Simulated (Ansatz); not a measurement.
# Charge trapping in aqueous N(CH3)4+ and triflate, 2.8 mol of salt per kg of water at 300 K (85 atoms): runs compared

Aim: add and remove one electron in aqueous N(CH3)4+ and triflate, 2.8 mol of salt per kg of water at 300 K (85 atoms), with atoms held and relaxed, and read trapping energy and localisation.

Computed with Ansatz 0.2.0: Kohn-Sham DFT, PBE+D4, PAW (set soft_2), plane waves.

### Step 1. The cell

The cell holds 85 atoms: 5 C, 1 N, 52 H, 23 O, 1 S and 3 F. Cell: a = 9.548 Å, b = 9.548 Å, c = 9.548 Å, α = 90.0°, β = 90.0°, γ = 90.0°. 20 H2O, 1 N(CH3)4+, 1 triflate placed at random, at 1.11 g/cm³; overlaps pushed apart, then 10 ps at 420 K with MMFF94 bonds, angles, torsions, charges and radii (Halgren, J. Comput. Chem. 17, 490 (1996)) in harmonic and 12-6 forms; SPC/E water (Berendsen, Grigera and Straatsma, J. Phys. Chem. 91, 6269 (1987)). Snapshot after 20 ps at 300 K and fixed volume.

Limits known from the start: The network of contacts between molecules at the start is that of the classical potential that made the cell, and needn't be the one that DFT or experiment would give. Only the Γ point is sampled, in a cell whose shortest periodic width is 10 Å. The liquid is relaxed first, so the results are those of a frozen frame at zero temperature.

### Step 2. The reference run

The reference is a single point at the end of the relaxation.

The charged cells start from the geometry of this run, on a uniform background, with spin and a narrow Fermi–Dirac smearing.

Its input, with most atom lines left out:

```yaml
crystal:
  lattice:
    - [9.54848, 0.0, 0.0]
    - [0.0, 9.54848, 0.0]
    - [0.0, 0.0, 9.54848]
  atoms:
    - { symbol: C, position: [0.49259, 0.66128, 0.38428] }
    - { symbol: "N", position: [0.54089, 0.6939, 0.52975] }
    - { symbol: C, position: [0.62755, 0.57428, 0.58319] }
    - { symbol: C, position: [0.41651, 0.71608, 0.62311] }
    - { symbol: C, position: [0.62851, 0.82422, 0.5266] }
    - { symbol: H, position: [0.42961, 0.56561, 0.38739] }
    - { symbol: H, position: [0.42951, 0.74876, 0.34596] }
    [... atom lines 8 to 85 left out ...]
kpoints:
  mp_grid: { grid: [1, 1, 1] }
hamiltonian:
  xc: pbe
  dispersion: d4
scf:
  occupations: { method: fixed }
output:
  forces: true
  stress: true
  populations: true
  dos:
    method: { smearing: { sigma: 0.1 } }
    de: 0.1
    projected: { site_lists: { C: [C], F: [F], H: [H], "N": ["N"], O: [O] } }
  eigenvalues: true
  write_density: true
  write_potential: true
  volumetric_format: npy
```

```
free energy per atom   : -221.8278 eV/atom
r.m.s. force component : 0.00741 eV/Å
pressure               : -0.3884 GPa
```

Filled and empty levels are parted by 5.01 eV (at Γ alone); a semilocal functional tends to put such gaps too low. In a disordered cell it changes from sample to sample and from frame to frame.

### Step 3. The runs

Each row is one run, on 4 threads of Arm Neoverse V1, shared host. The free energy is the program's total, comparable only between runs with the same functional; between charge states it hangs on the program's zero of potential.

```csv
run,atoms,outcome,relaxation steps,free energy (eV),time,host memory (GiB)
Single point at the start,85,converged,-,-18850.441,5.8 s,0.85
Relaxation,85,converged,24,-18855.367,2.2 min,0.85
Single point at the relaxed geometry,85,converged,-,-18855.367,9.2 s,0.91
"An extra electron, atoms held",85,converged,-,-18852.505,25 s,1.3
"An extra electron, atoms relaxed",85,converged,8,-18852.525,76 s,1.3
"An extra electron, levels at the relaxed geometry",85,converged,-,-18852.525,26 s,1.3
Neutral at the geometry of the electron,85,converged,-,-18855.345,8.6 s,0.91
"An extra hole, atoms held",85,converged,-,-18852.852,47 s,1.3
"An extra hole, atoms relaxed",85,converged,12,-18852.980,4 min,1.3
"An extra hole, levels at the relaxed geometry",85,converged,-,-18852.980,41 s,1.3
Neutral at the geometry of the hole,85,converged,-,-18855.074,8.6 s,0.91
```

In some runs the program notes that the exchange-correlation potential is rough where the density is thin and starting moments were not kept.

The surroundings of O83, which holds the most spin of the extra hole after relaxation, nearest first, numbered as they follow in the input and with coordinates relative to it.

```csv
atom,x,y,z,distance (Å),Löwdin charge (e)
O83,0.00,0.00,0.00,0.00,-0.60
H85,0.53,-0.33,-0.77,0.99,0.40
H84,-0.04,-0.74,0.67,1.00,0.40
O59,-0.44,-2.01,1.76,2.71,-0.59
O44,1.32,-0.60,-2.44,2.83,-0.67
H10,-2.34,-1.14,-1.32,2.92,0.22
H43,-0.77,2.24,1.73,2.93,0.42
H11,-2.97,-0.75,0.32,3.08,0.23
```

### Step 4. Energies and spread of the extra charge

Energies are differences within one cell and functional; the shift is the gain plus the neutral cell's energy at the new geometry, that is how much cheaper the vertical process becomes there. The spread is the participation number of the site moments (1/Σw², over the spin inside atomic spheres), with the atom that holds the largest share and the spin that the spheres hold in all.

```
 carrier  charged less neutral, atoms held (eV)  gain on relaxing (eV)  neutral cell at that geometry, less the reference (eV)  shift of the vertical energy (eV)       spread, atoms held         spread, relaxed
electron                                  2.862                  0.021                                                   0.022                              0.042                        -                       -
    hole                                  2.515                  0.129                                                   0.293                              0.422  16; O59 12 % of 0.39 μB  8; O83 23 % of 0.39 μB
```

### Step 5. What came out

The extra electron gains 0.021 eV as the atoms relax: so small a gain shows no trapping at this level. The cell with the electron keeps a moment of only 0.00 μB where one unpaired electron should give 1 μB: the carrier is shared between both spins, which can hide trapping. The extra hole gains 0.13 eV as the atoms relax, and its spin goes from about 16 to 8 atoms: a partial localisation, with a modest gain. The O83–O44 distance goes from 3.02 to 2.83 Å. The hole is shared among 3 partly filled levels, as near-degenerate levels under the smearing give, and as self-interaction favours. With the atoms held, the spheres hold only 0.39 of the 1.00 μB, so the spread is read from a small part of the spin. Adding the two vertical energies gives 5.38 eV, against a gap of 5.01 eV in the neutral cell. The zero of the potential cancels in this sum; the excess likely reflects the charging energy of carriers confined to few atoms or to a small cell, partly offset by their attraction to the background.

**Limits.** Single energies of charged cells hang on the program's zero of potential. In the spin-polarised runs the search for a state of lower energy was switched off. No distortion was seeded, so a trapped state behind a barrier can't be found. Semilocal functionals favour spread-out charges, so trapping can be missed. In the spin-polarised runs the search for a state of lower energy was switched off. The density was typed from a rule of thumb and may lie off the real one at this temperature. Charged cells carry a uniform background, with no correction for images.

The DFT runs together took 10 min of wall time.

[Long decimals in the printed logs are rounded to 6 places.]

[Logs are printed without paths, hosts, clocks, repeated set-up lines and the standing remarks that a program may print on its own settings, such as how far it seeks lower states.]

[Hosts, paths, dates, database ids (printed as entryN), source tags and the programs' standing remarks are cut or masked in the printed files.]

[The MMFF94 radii named for the starting cell were scaled by 0.96; in molecules described by MMFF94, hydrogen bound to N, O or S took a small fixed 12-6 site in their place.]
